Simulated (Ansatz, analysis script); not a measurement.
# Magnetovolume effects in NiO, part 2 of 2

Wanted: energy and moment of NiO against volume, with typed moments, small moments and no spin.

Ansatz 0.2.0; PBE with U = 7.8 eV on Ni d, PAW set soft_2.

So far, largest spin moment in the atom's sphere (μB): step 3 (factor 0.7, typed moments) 1.64; step 4 (factor 0.7, starting moments cut to 30 %) 1.64.

## (5) Factor 0.86, typed moments

Level of this step: Ansatz DFT, collinear, cell scaled evenly; PBE+U, PAW default (Ansatz).

A self-consistent run from these starting moments shows which magnetic state they lead to.

File input.yaml:

```yaml
crystal:
  lattice:
    - [0.0, 1.98362684, 1.98362684]
    - [1.98362684, 0.0, 1.98362684]
    - [1.98362684, 1.98362684, 0.0]
  atoms:
    - { symbol: Ni, position: [0.0, 0.0, 0.0], spin: 2.0 }
    - { symbol: O, position: [0.5, 0.5, 0.5] }
magnetization:
  spin_polarized: true
kpoints:
  mp_grid: { grid: [7, 7, 7] }
hamiltonian:
  xc: pbe
  hubbard: { sites: [{ species: Ni, l: d, u_eff: 7.8 }] }
scf:
  occupations: { method: fermi_dirac, width: 0.025 }
  max_iter: 120
  convergence: { dr2_threshold: 1.0e-08 }
basis:
  ecutwfc: 420.0
output:
  stress: true
```

The run is started by

```sh
ansatz run input.yaml --threads 1 --pin off --max-ram 2560MiB --backend cpu --events-out ev --progress --plain --runs-dir out
```

Numbers of over 12 decimals in the logs are rounded to 6 here.

Log:

```text
[...]
Crystal: 2 atoms, lattice volume = 15.610 Å³
Basis set: ecut = 420 eV, 307 PW (Γ)
Bands: 17, of which v1, the nominal top of the filled ones, is band 12 counted from 1 (11 counted from 0)
Symmetry: 48 space group operations
[...]
k-points: 20 of 343
[...]
Free energy (F): -6403.881435 eV
[...]
Internal energy: -6403.881435 eV  (E = F + TS)
E sigma→0 (E₀):  -6403.881435 eV
Fermi energy:    18.467913 eV
[...]
--- Stress (GPa, compression-positive) ---
       66.816957       0.000000       0.000000
       -0.000000      66.816957       0.000000
       -0.000000      -0.000000      66.816957
  P = ⅓ Tr σ = 66.8170 GPa (668.170 kbar)
Occupation matrices written to <dir>
[key lines of the parts left out:]
SCF converged after 19 iterations
Magnetization: 2.0000 μB (13.0000 up, 11.0000 down)
```

Elapsed: 2.9 s, on 1 thread of Arm Neoverse V2, shared host; peak memory 0.3 GiB.

It ends ferromagnetic, with 1.71 μB on the largest site.

Between step 3 and this run (scale 0.86) the value for the largest spin moment in the atom's sphere moves from 1.64 μB to 1.71 μB (+4 %).

## (6) Factor 1, typed moments

input.yaml, as its differences from that of step 5:

```diff
@@ -2,5 +2,5 @@
   lattice:
-    - [0.0, 1.98362684, 1.98362684]
-    - [1.98362684, 0.0, 1.98362684]
-    - [1.98362684, 1.98362684, 0.0]
+    - [0.0, 2.08590164, 2.08590164]
+    - [2.08590164, 0.0, 2.08590164]
+    - [2.08590164, 2.08590164, 0.0]
   atoms:
```

Log:

```text
[...]
Crystal: 2 atoms, lattice volume = 18.151 Å³
Basis set: ecut = 420 eV, 339 PW (Γ)
Bands: 17, of which v1, the nominal top of the filled ones, is band 12 counted from 1 (11 counted from 0)
Symmetry: 48 space group operations
[...]
k-points: 20 of 343
[...]
Free energy (F): -6404.488990 eV
[...]
Internal energy: -6404.488990 eV  (E = F + TS)
E sigma→0 (E₀):  -6404.488990 eV
Fermi energy:    14.945158 eV
[...]
--- Stress (GPa, compression-positive) ---
       15.971028       0.000000      -0.000000
        0.000000      15.971028      -0.000000
        0.000000       0.000000      15.971028
  P = ⅓ Tr σ = 15.9710 GPa (159.710 kbar)
Occupation matrices written to <dir>
[key lines of the parts left out:]
SCF converged after 15 iterations
Magnetization: 2.0000 μB (13.0000 up, 11.0000 down)
```

Run time: 3.2 s. Hardware: 1 thread; peak memory 0.31 GiB.

It ends ferromagnetic, with 1.75 μB on the largest site.

For the largest spin moment in the atom's sphere, step 3 gave 1.64 μB; this run, with scale 1, gives 1.75 μB (+7 %).

## (7) Factor 1.15, typed moments

input.yaml, as its differences from that of step 6:

```diff
@@ -2,5 +2,5 @@
   lattice:
-    - [0.0, 2.08590164, 2.08590164]
-    - [2.08590164, 0.0, 2.08590164]
-    - [2.08590164, 2.08590164, 0.0]
+    - [0.0, 2.18537736, 2.18537736]
+    - [2.18537736, 0.0, 2.18537736]
+    - [2.18537736, 2.18537736, 0.0]
   atoms:
```

Log:

```text
[...]
Crystal: 2 atoms, lattice volume = 20.874 Å³
Basis set: ecut = 420 eV, 411 PW (Γ)
Bands: 17, of which v1, the nominal top of the filled ones, is band 12 counted from 1 (11 counted from 0)
Symmetry: 48 space group operations
[...]
k-points: 20 of 343
[...]
Free energy (F): -6404.513214 eV
[...]
Internal energy: -6404.513214 eV  (E = F + TS)
E sigma→0 (E₀):  -6404.513214 eV
Fermi energy:    11.849241 eV
[...]
--- Stress (GPa, compression-positive) ---
       -9.849989       0.000000      -0.000000
        0.000000      -9.849989       0.000000
       -0.000000      -0.000000      -9.849989
  P = ⅓ Tr σ = -9.8500 GPa (-98.500 kbar)
Occupation matrices written to <dir>
[key lines of the parts left out:]
SCF converged after 13 iterations
Magnetization: 2.0000 μB (13.0000 up, 11.0000 down)
```

The job ended after 6.6 s (1 thread; peak memory 0.37 GiB).

It ends ferromagnetic, with 1.78 μB on the largest site.

Between step 3 and this run (scale 1.15) the value for the largest spin moment in the atom's sphere moves from 1.64 μB to 1.78 μB (+9 %).

## (8) Factor 1.25, no spin

input.yaml, the sections that differ from step 7:

```yaml
crystal:
  lattice:
    - [0.0, 2.24696943, 2.24696943]
    - [2.24696943, 0.0, 2.24696943]
    - [2.24696943, 2.24696943, 0.0]
  atoms:
    - { symbol: Ni, position: [0.0, 0.0, 0.0] }
    - { symbol: O, position: [0.5, 0.5, 0.5] }
# kpoints, hamiltonian, scf, basis, output: as in step 7
# magnetization: removed
```

Log:

```text
[...]
Crystal: 2 atoms, lattice volume = 22.689 Å³
Basis set: ecut = 420 eV, 459 PW (Γ)
Bands: 16, of which v1, the nominal top of the filled ones, is band 12 counted from 1 (11 counted from 0)
Symmetry: 48 space group operations
[...]
k-points: 20 of 343
[...]
Free energy (F): -6401.440728 eV
[...]
Internal energy: -6401.438259 eV  (E = F + TS)
E sigma→0 (E₀):  -6401.439494 eV
Entropy (-TS):   -0.002469 eV (-1.235 meV/atom)
Fermi energy:    9.475577 eV
[...]
--- Stress (GPa, compression-positive) ---
      -26.560607      -0.000000      -0.000000
        0.000000     -26.560607       0.000000
        0.000000       0.000000     -26.560607
  P = ⅓ Tr σ = -26.5606 GPa (-265.606 kbar)
Occupation matrices written to <dir>
[key lines of the parts left out:]
SCF converged after 11 iterations
```

Elapsed: 1.4 s, on 1 thread; peak memory 0.26 GiB.

This is the reference without moments at this size.

The other 18 runs of this kind were made alike; their results stand in the table below.

## (9) Analysis

```tsv
factor	E typed (meV/atom)	E small	E no spin	largest moment, typed (μB)	small	state, typed	state, small
0.7	1459.5	1459.5	2283.8	1.64	1.64	ferromagnetic	ferromagnetic
0.78	748.5	748.5	1739.9	1.68	1.68	ferromagnetic	ferromagnetic
0.86	336.7	336.7	1458.9	1.71	1.71	ferromagnetic	ferromagnetic
0.93	134.9	134.9	1348.4	1.73	1.73	ferromagnetic	ferromagnetic
1	32.9	32.9	1320.1	1.75	1.75	ferromagnetic	ferromagnetic
1.07	0.0	0.0	1346.9	1.77	1.77	ferromagnetic	ferromagnetic
1.15	20.8	20.8	1422.1	1.78	1.78	ferromagnetic	ferromagnetic
1.25	104.2	104.2	1557.0	1.80	1.80	ferromagnetic	ferromagnetic
```

## (10) What came out

```
lowest run                  : factor 1.07, typed moments
largest moment, typed start : 1.64 μB at 0.7 to 1.80 μB at 1.25
gain by magnetism           : 824.4 to 1452.8 meV/atom
```

**Reading.** From a factor of 0.7 to 1.25 the largest moment goes from 1.6 to 1.80 μB. Site moments are taken in spheres that grow with the cell, while the cell's net moment stays at 2 μB. Both magnetic starts, which share one pattern of signs, end on one state at every size; other orders were not tried. Without spin the lowest energy lies at 1, under the magnetic state's 1.07: moments expand the cell. The cell's shape and the atoms were not relaxed. The 24 scaled-cell runs took 73 s of wall time, added up. Under a U each run can settle in its own orbital filling.

[Logs and program files are shortened in this print: banners, set-up blocks, solver, clock and traceback lines can be left out without a mark of their own.]

[Logs are printed without paths, hosts, clocks, repeated set-up lines and the standing remarks that a program may print on its own settings, such as how far it seeks lower states.]

[Hosts, paths, dates, database ids (printed as entryN), source tags and the programs' standing remarks are cut or masked in the printed files.]

[Where the input sets lower_state_search to off, the program did not look for lower states, so one may exist.]
